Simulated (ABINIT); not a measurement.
**TiO2 (Rutile): the gap under biaxial strain**

Does PBE give the same change of gap under biaxial strain as G0W0? The case is TiO2 (Rutile).

Main program and level: ABINIT 10.8.3; PBE and many-body steps on it, plane waves.

**1. The structure**

Symmetry: P4_2/mnm, No. 136, tetragonal system. The conventional cell has a = 4.592 Å, b = 4.592 Å, c = 2.957 Å, α = 90.00°, β = 90.00°, γ = 90.00°. Ti has 6 O at 1.95 to 1.98 Å nearest. O has 3 Ti at 1.95 to 1.98 Å nearest. Farther neighbours and most contacts between anions are not listed.

Structure file:

```cif
data_structure
_symmetry_space_group_name_H-M 'P 1'
_symmetry_Int_Tables_number 1
_cell_length_a 4.5922
_cell_length_b 4.5922
_cell_length_c 2.9574
_cell_angle_alpha 90.000
_cell_angle_beta 90.000
_cell_angle_gamma 90.000
_cell_volume 62.37
loop_
_atom_site_label
_atom_site_type_symbol
_atom_site_fract_x
_atom_site_fract_y
_atom_site_fract_z
_atom_site_occupancy
Ti1 Ti 0.00000 0.00000 0.00000 1
Ti2 Ti 0.50000 0.50000 0.50000 1
O3 O 0.30421 0.30421 0.00000 1
O4 O 0.19579 0.80421 0.50000 1
O5 O 0.69579 0.69579 0.00000 1
O6 O 0.80421 0.19579 0.50000 1
```

Geometry: measured (diffraction), ions relaxed with PBE. The runs that relaxed it are not among those shown.

**2. Ground state**

This step: ABINIT 10.8.3; DFT, PBE, plane waves, norm-conserving pseudopotentials.

The ground-state density comes first.

run.abi reads:

```
acell 3*1.0 Angstrom
rprim 
  4.592200000000 0.000000000000 0.000000000000
  0.000000000000 4.592200000000 0.000000000000
  0.000000000000 0.000000000000 2.957400000000
ntypat 2
znucl 22 8
natom 6
typat 1 1 2 2 2 2
xred 
  0.000000000000 -0.000000000000 0.000000000000
  0.500000000000 0.500000000000 0.500000000000
  0.304211085228 0.304211085228 0.000000000000
  0.195788914772 0.804211085228 0.500000000000
  0.695788914772 0.695788914772 0.000000000000
  0.804211085228 0.195788914772 0.500000000000
pp_dirpath "pseudos"
pseudos "Ti.upf, O.upf"
ecut 38
ngkpt 4 4 8
nshiftk 1
shiftk 0 0 0
kptopt 1
chksymbreak 0
nband 31
occopt 1
tolvrs 1e-10
nstep 60
prtwf 0
optforces 0
optstress 0
indata_prefix "in"
outdata_prefix "out"
tmpdata_prefix "tmp"
```

On the command line:

```sh
$ OMP_NUM_THREADS=1 mpirun -n 4 abinit run.abi > log
```

Numbers of over 12 decimals in the logs are rounded to 6 here.

Log:

```text
.Version 10.8.3 of ABINIT. v10.8.2 released Aug 2026.

 Symmetries : space group P4_2/m n m (#136); Bravais tP (primitive tetrag.)
================================================================================
 Values of the parameters that define the memory need of the present run
     intxc =       0    ionmov =       0      iscf =       7    lmnmax =       6
     lnmax =       6     mgfft =      50  mpssoang =       3    mqgrid =    3001
     natom =       6  nloc_mem =       1    nspden =       1   nspinor =       1
[...]
psp_core            :  6.17517158894087E+00
local_psp           : -1.49304643647223E+02
non_local_psp       : -8.42129178892957E+00
total_energy        : -1.85210019928707E+02
total_energy_eV     : -5.03982138890588E+03
band_energy         : -2.04942316181508E+01

== END DATASET(S) ==============================================================
================================================================================

 -outvars: echo values of variables after computation  --------
           etotal     -1.8521001993E+02
            nband          31
             nkpt          30
          spgroup         136
 [... the other variables as echoed above ...]

 Calculation completed.
```

Run time: 73 s. Hardware: 4 MPI ranks of Arm Neoverse V1, shared host; peak memory 0.35 GiB.

This step gave:

| Item | Value |
| --- | --- |
| total energy | -5039.8214 eV |
| gap | 1.888 eV |
| k of the valence top | 0, 0, 0 |
| k of the conduction bottom | 0, 0, 0 |
| least direct gap | 1.888 eV |

The gap is direct, at Γ.

**3. Empty states on the mesh, 4×4×4 mesh, 91 bands**

The sums over transitions need many empty states on a uniform mesh; this step solves for them.

Edit run.abi of step 2 so:

```diff
@@ -19,3 +19,3 @@
 ecut 38
-ngkpt 4 4 8
+ngkpt 4 4 4
 nshiftk 1
@@ -24,9 +24,10 @@
 chksymbreak 0
-nband 31
-occopt 1
-tolvrs 1e-10
+iscf -2
+irdden 1
+istwfk *1
+nband 91
+nbdbuf 8
+tolwfr 1e-09
 nstep 60
-prtwf 0
-optforces 0
-optstress 0
+prtvol 0
 indata_prefix "in"
```

Log:

```text
.Version 10.8.3 of ABINIT. v10.8.2 released Aug 2026.

 Symmetries : space group P4_2/m n m (#136); Bravais tP (primitive tetrag.)
[... echo of the input left out ...]
== DATASET  1 ==================================================================
-   mpi_nproc: 4, omp_nthreads: 1 (-1 if OMP is not activated)

--- !DatasetInfo
iteration_state: {dtset: 1, }
dimensions: {natom: 6, nkpt: 18, mband: 91, nsppol: 1, nspinor: 1, nspden: 1, mpw: 4748, }
cutoff_energies: {ecut:  38.0, pawecutdg:  -1.0, }
[...]
1.70592    1.72625    1.76057    1.76057    1.80197    1.80197    1.81060    1.81722
   1.86048    1.91142    1.93995    2.00856    2.00856    2.04571    2.09070    2.10022
   2.10055    2.12922    2.13759
 prteigrs : prtvol=0 or 1, do not print more k-points.

== END DATASET(S) ==============================================================
================================================================================

 -outvars: echo values of variables after computation  --------
            nband          91
             nkpt          18
          spgroup         136
 [... the other variables as echoed above ...]

 Calculation completed.
```

Elapsed: 54 s, on 4 MPI ranks; peak memory 0.39 GiB.

This step gave:

```
gap                                                           : 1.888 eV
k of the valence top                                          : 0, 0, 0
k of the conduction bottom                                    : 0, 0, 0
least direct gap                                              : 1.888 eV
k points computed                                             : 18
lowest point of the top converged band, above the valence top : 44.84 eV
```

On this mesh the gap is 1.888 eV.

**4. Screening, 4×4×4 mesh, 83 bands, screening to 103.4 eV**

The RPA dielectric matrix is built and inverted for each q.

This step: RPA screening on PBE, plane waves, norm-conserving pseudopotentials.

Edit run.abi of step 3 so:

```diff
@@ -24,10 +24,11 @@
 chksymbreak 0
-iscf -2
-irdden 1
 istwfk *1
-nband 91
-nbdbuf 8
-tolwfr 1e-09
-nstep 60
-prtvol 0
+occopt 1
+irdwfk 1
+optdriver 3
+nband 83
+ecuteps 3.8
+inclvkb 2
+awtr 1
+symchi 1
 indata_prefix "in"
```

Log:

```text
.Version 10.8.3 of ABINIT. v10.8.2 released Aug 2026.

 Symmetries : space group P4_2/m n m (#136); Bravais tP (primitive tetrag.)
[... echo of the input left out ...]
== DATASET  1 ==================================================================
-   mpi_nproc: 4, omp_nthreads: 1 (-1 if OMP is not activated)

--- !DatasetInfo
iteration_state: {dtset: 1, }
dimensions: {natom: 6, nkpt: 18, mband: 83, nsppol: 1, nspinor: 1, nspden: 1, mpw: 4748, }
cutoff_energies: {ecut:  38.0, pawecutdg:  -1.0, }
[...]
--------------------------------------------------------------------------------
[... chi0 elements left out ...]
 For q-point:  0.000010 0.000020 0.000030
  dielectric constant =   8.5967
  dielectric constant without local fields =   8.9352

  Average fulfillment of the sum rule on Im[epsilon] for q-point    1 :     46.96  [%]
[... wings left out ...]
  q-point number  2        q = ( 0.250000, 0.000000, 0.000000) [r.l.u.]
--------------------------------------------------------------------------------
[... chi0 elements left out ...]
  Average fulfillment of the sum rule on Im[epsilon] for q-point    2 :     62.12  [%]

 [... 16 further q-points ...]
```

The job ended after 2.3 min (4 MPI ranks; peak memory 1.7 GiB; 9.3 min of CPU time).

Numbers from this step:

| Property | Result |
| --- | --- |
| ε∞ with local fields, on this mesh, along the program's q direction | 8.597 |
| the same without local fields | 8.935 |
| plasma frequency | 32.58 eV |
| plane waves in the screening matrix | 145 |

Local fields lower ε∞ by 4 %. On a Γ-centred mesh this coarse the value itself is usually too large, while a short band sum pulls it down.

**5. G0W0, strain +0 %**

The self-energy is evaluated for the states that the input lists, and the levels follow from it, in one-shot runs by the linearised quasiparticle equation.

This step: G0W0 on PBE, plane waves, norm-conserving pseudopotentials.

Edit run.abi of step 4 so:

```diff
@@ -27,8 +27,15 @@
 irdwfk 1
-optdriver 3
+optdriver 4
 nband 83
+gwcalctyp 0
+ecutsigx 38
+symsigma 1
+nkptgw 1
+kptgw 
+  0.0000000000 0.0000000000 0.0000000000
+bdgw 
+  22 26
 ecuteps 3.8
-inclvkb 2
-awtr 1
-symchi 1
+irdscr 1
+ppmodel 1
 indata_prefix "in"
```

Log:

```text
.Version 10.8.3 of ABINIT. v10.8.2 released Aug 2026.

 Symmetries : space group P4_2/m n m (#136); Bravais tP (primitive tetrag.)
[... echo of the input left out ...]
== DATASET  1 ==================================================================
-   mpi_nproc: 4, omp_nthreads: 1 (-1 if OMP is not activated)

--- !DatasetInfo
iteration_state: {dtset: 1, }
dimensions: {natom: 6, nkpt: 18, mband: 83, nsppol: 1, nspinor: 1, nspden: 1, mpw: 4748, }
cutoff_energies: {ecut:  38.0, pawecutdg:  -1.0, }
electrons: {nelect:   4.80000000E+01, charge:   0.00000000E+00, occopt:   1.00000000E+00, tsmear:   1.00000000E-02, }

 SIGMA: Calculation of the GW corrections

 Based on a program developped by R.W. Godby, V. Olevano, G. Onida, and L. Reining.
 Incorporated in ABINIT by V. Olevano, G.-M. Rignanese, and M. Torrent.
.Using double precision arithmetic ; gwpc =  8

[... cell and pseudopotentials left out ...]
--------------------------------------------------------------------------------

 ==== K-mesh for the wavefunctions ====
 Number of points in the irreducible wedge :    18
[... list of points left out ...]
 Together with 16 symmetry operations and time-reversal symmetry
 yields    64 points in the full Brillouin Zone.

 ==== Q-mesh for screening function ====
 Number of points in the irreducible wedge :    18
[... list of points left out ...]
 Together with 16 symmetry operations and time-reversal symmetry
 yields    64 points in the full Brillouin Zone.

 vcoul_init : cutoff-mode = AUXILIARY_FUNCTION
 q-points for optical limit:   1
     1)      0.000010    0.000020    0.000030
 setmesh: FFT mesh size selected  =    50x   50x   32
          total number of points  =        80000

 Number of electrons calculated from density =   48.0000; Expected =   48.0000
 average of density, n =  0.114049
 r_s =    1.2792
 omega_plasma =   32.5763 [eV]

 === KS Band Gaps ===
  >>>> For spin  1
   Minimum direct gap =   1.8877 [eV], located at k-point      :   0.0000  0.0000  0.0000
   Fundamental gap    =   1.8877 [eV], Top of valence bands at :   0.0000  0.0000  0.0000
                                       Bottom of conduction at :   0.0000  0.0000  0.0000
 SIGMA fundamental parameters:
 PLASMON POLE MODEL  1
 number of plane-waves for SigmaX                 4679
 number of plane-waves for SigmaC and W            145
 number of plane-waves for wavefunctions          4679
 number of bands                                    83
 number of independent spin polarizations            1
 number of spinorial components                      1
 number of k-points in IBZ                          18
 number of q-points in IBZ                          18
 number of symmetry operations                      16
 number of k-points in BZ                           64
 number of q-points in BZ                           64
 number of frequencies for dSigma/dE                 9
 frequency step for dSigma/dE [eV]                0.25
 number of omega for Sigma on real axis              0
 max omega for Sigma on real axis  [eV]           0.00
 zcut for avoiding poles [eV]                     0.10

 EPSILON^-1 parameters (SCR file):
 dimension of the eps^-1 matrix on file            145
 dimension of the eps^-1 matrix used               145
 number of plane-waves for wavefunctions          4679
 number of bands                                    83
 number of q-points in IBZ                          18
 number of frequencies                               2
 number of real frequencies                          1
 number of imag frequencies                          1

 matrix elements of self-energy operator (all in [eV])

 Perturbative Calculation

--- !SelfEnergy_ee
iteration_state: {dtset: 1, }
kpoint     : [   0.000,    0.000,    0.000, ]
spin       : 1
KS_gap     :    1.888
QP_gap     :    3.376
Delta_QP_KS:    1.488
data: !SigmaeeData |
     Band     E0 <VxcDFT>   SigX SigC(E0)      Z dSigC/dE  Sig(E)    E-E0       E
       22   5.207 -20.666 -25.173   5.005   0.772  -0.295 -20.282   0.385   5.591
       23   5.207 -20.666 -25.173   5.005   0.772  -0.295 -20.282   0.385   5.591
       24   5.675 -20.456 -25.125   5.200   0.766  -0.305 -20.049   0.407   6.081
       25   7.562 -20.136 -12.047  -5.665   0.782  -0.279 -18.241   1.894   9.457
       26   7.845 -19.774 -12.071  -5.415   0.782  -0.278 -17.984   1.790   9.636

== END DATASET(S) ==============================================================
================================================================================

 -outvars: echo values of variables after computation  --------
           etotal      0.0000000000E+00
            nband          83
             nkpt          18
          spgroup         136
 [... the other variables as echoed above ...]

 Calculation completed.
```

The job ended after 5.9 s (4 MPI ranks; peak memory 1.1 GiB).

This step gave:

```yaml
g0w0_gap_on_the_points_computed: 3.376 eV
starting_gap_on_the_mesh: 1.888 eV
k_of_the_valence_top: 0, 0, 0
k_of_the_conduction_bottom: 0, 0, 0
z_at_the_valence_top: 0.766
z_at_the_conduction_bottom: 0.782
least_direct_g0w0_gap_on_the_computed_points: 3.376 eV
```

The gap on the mesh goes from 1.89 eV to 3.38 eV, a correction of +1.49 eV.

**6. G0W0, strain -1 %**

The cell differs from the one that the last finished run ended in (a 4.592 → 4.546 Å, b 4.592 → 4.546 Å).

run.abi reads:

```
acell 3*1.0 Angstrom
rprim 
  4.546278000000 0.000000000000 0.000000000000
  0.000000000000 4.546278000000 0.000000000000
  0.000000000000 0.000000000000 2.957400000000
ntypat 2
znucl 22 8
natom 6
typat 1 1 2 2 2 2
xred 
  0.000000000000 0.000000000000 0.000000000000
  0.500000000000 0.500000000000 0.500000000000
  0.303667946588 0.303667946588 0.000000000000
  0.196332053412 0.803667946588 0.500000000000
  0.696332053412 0.696332053412 0.000000000000
  0.803667946588 0.196332053412 0.500000000000
pp_dirpath "pseudos"
pseudos "Ti.upf, O.upf"
ecut 38
ngkpt 4 4 4
nshiftk 1
shiftk 0 0 0
kptopt 1
chksymbreak 0
istwfk *1
occopt 1
irdwfk 1
optdriver 4
nband 82
gwcalctyp 0
ecutsigx 38
symsigma 1
nkptgw 1
kptgw 
  0.0000000000 0.0000000000 0.0000000000
bdgw 
  22 26
ecuteps 3.8
irdscr 1
ppmodel 1
indata_prefix "in"
outdata_prefix "out"
tmpdata_prefix "tmp"
```

Log:

```text
.Version 10.8.3 of ABINIT. v10.8.2 released Aug 2026.

 Symmetries : space group P4_2/m n m (#136); Bravais tP (primitive tetrag.)
[... echo of the input left out ...]
== DATASET  1 ==================================================================
-   mpi_nproc: 4, omp_nthreads: 1 (-1 if OMP is not activated)

--- !DatasetInfo
iteration_state: {dtset: 1, }
dimensions: {natom: 6, nkpt: 18, mband: 82, nsppol: 1, nspinor: 1, nspden: 1, mpw: 4640, }
cutoff_energies: {ecut:  38.0, pawecutdg:  -1.0, }
[...]
24   5.941 -20.514 -25.252   5.261   0.768  -0.302 -20.113   0.402   6.342
       25   7.845 -20.121 -12.032  -5.655   0.784  -0.276 -18.213   1.907   9.753
       26   8.142 -19.784 -12.077  -5.406   0.785  -0.275 -17.979   1.806   9.948

== END DATASET(S) ==============================================================
================================================================================

 -outvars: echo values of variables after computation  --------
           etotal      0.0000000000E+00
            nband          82
             nkpt          18
          spgroup         136
 [... the other variables as echoed above ...]

 Calculation completed.
```

It took 5.7 s on 4 MPI ranks; peak memory 1 GiB; 22 s of CPU time.

Numbers from this step:

- G0W0 gap on the points computed: 3.411 eV
- starting gap on the mesh: 1.905 eV
- k of the valence top: 0, 0, 0
- k of the conduction bottom: 0, 0, 0
- least direct G0W0 gap on the computed points: 3.411 eV

The gap on the mesh goes from 1.90 eV to 3.41 eV, a correction of +1.51 eV.

Ground state, empty states and screening of this cell were made anew, as for the first cell; those steps are not shown. Geometry: measured (diffraction), biaxial strain, ions relaxed with PBE.

**7. G0W0, strain +1 %**

The cell differs from the one that the last finished run ended in (a 4.546 → 4.638 Å, b 4.546 → 4.638 Å).

run.abi reads:

```
acell 3*1.0 Angstrom
rprim 
  4.638122000000 0.000000000000 0.000000000000
  0.000000000000 4.638122000000 0.000000000000
  0.000000000000 0.000000000000 2.957400000000
ntypat 2
znucl 22 8
natom 6
typat 1 1 2 2 2 2
xred 
  0.000000000000 0.000000000000 0.000000000000
  0.500000000000 0.500000000000 0.500000000000
  0.304960000000 0.304960000000 0.000000000000
  0.195040000000 0.804960000000 0.500000000000
  0.695040000000 0.695040000000 0.000000000000
  0.804960000000 0.195040000000 0.500000000000
pp_dirpath "pseudos"
pseudos "Ti.upf, O.upf"
ecut 38
ngkpt 4 4 4
nshiftk 1
shiftk 0 0 0
kptopt 1
chksymbreak 0
istwfk *1
occopt 1
irdwfk 1
optdriver 4
nband 84
gwcalctyp 0
ecutsigx 38
symsigma 1
nkptgw 1
kptgw 
  0.0000000000 0.0000000000 0.0000000000
bdgw 
  22 26
ecuteps 3.8
irdscr 1
ppmodel 1
indata_prefix "in"
outdata_prefix "out"
tmpdata_prefix "tmp"
```

Log:

```text
.Version 10.8.3 of ABINIT. v10.8.2 released Aug 2026.

 Symmetries : space group P4_2/m n m (#136); Bravais tP (primitive tetrag.)
[... echo of the input left out ...]
== DATASET  1 ==================================================================
-   mpi_nproc: 4, omp_nthreads: 1 (-1 if OMP is not activated)

--- !DatasetInfo
iteration_state: {dtset: 1, }
dimensions: {natom: 6, nkpt: 18, mband: 84, nsppol: 1, nspinor: 1, nspden: 1, mpw: 4856, }
cutoff_energies: {ecut:  38.0, pawecutdg:  -1.0, }
[...]
24   5.405 -20.392 -24.983   5.127   0.764  -0.309 -19.983   0.409   5.814
       25   7.290 -20.149 -12.064  -5.669   0.779  -0.283 -18.266   1.882   9.172
       26   7.566 -19.765 -12.066  -5.418   0.781  -0.280 -17.983   1.781   9.347

== END DATASET(S) ==============================================================
================================================================================

 -outvars: echo values of variables after computation  --------
           etotal      0.0000000000E+00
            nband          84
             nkpt          18
          spgroup         136
 [... the other variables as echoed above ...]

 Calculation completed.
```

Wall time 5.7 s (4 MPI ranks); peak memory 1.1 GiB.

Numbers from this step:

```
G0W0 gap on the points computed              : 3.358 eV
starting gap on the mesh                     : 1.885 eV
k of the valence top                         : 0, 0, 0
k of the conduction bottom                   : 0, 0, 0
least direct G0W0 gap on the computed points : 3.358 eV
```

The gap on the mesh goes from 1.88 eV to 3.36 eV, a correction of +1.47 eV.

Again on this cell's own states.

[end of part 1 of 2]

[Paths, hosts, dates, memory and timing lines, banners, echoed tables and standing remarks are left out of the program output.]

[Logs are printed without paths, hosts, clocks, repeated set-up lines and the standing remarks that a program may print on its own settings, such as how far it seeks lower states.]

[Runs of the session that timed out or met a known fault of the program may be left out.]

[Hosts, paths, dates, database ids (printed as entryN), source tags and the programs' standing remarks are cut or masked in the printed files.]

[G0W0 gaps are taken among the corrected bands and points alone; a level outside them can change the order at an edge.]

[Where Ansatz stands beside ABINIT at settings called matched, ABINIT's density can come from a denser mesh and the files from another edition; pairs whose starting gaps differed by over 0.03 eV were left out, so agreement reads better than it is.]
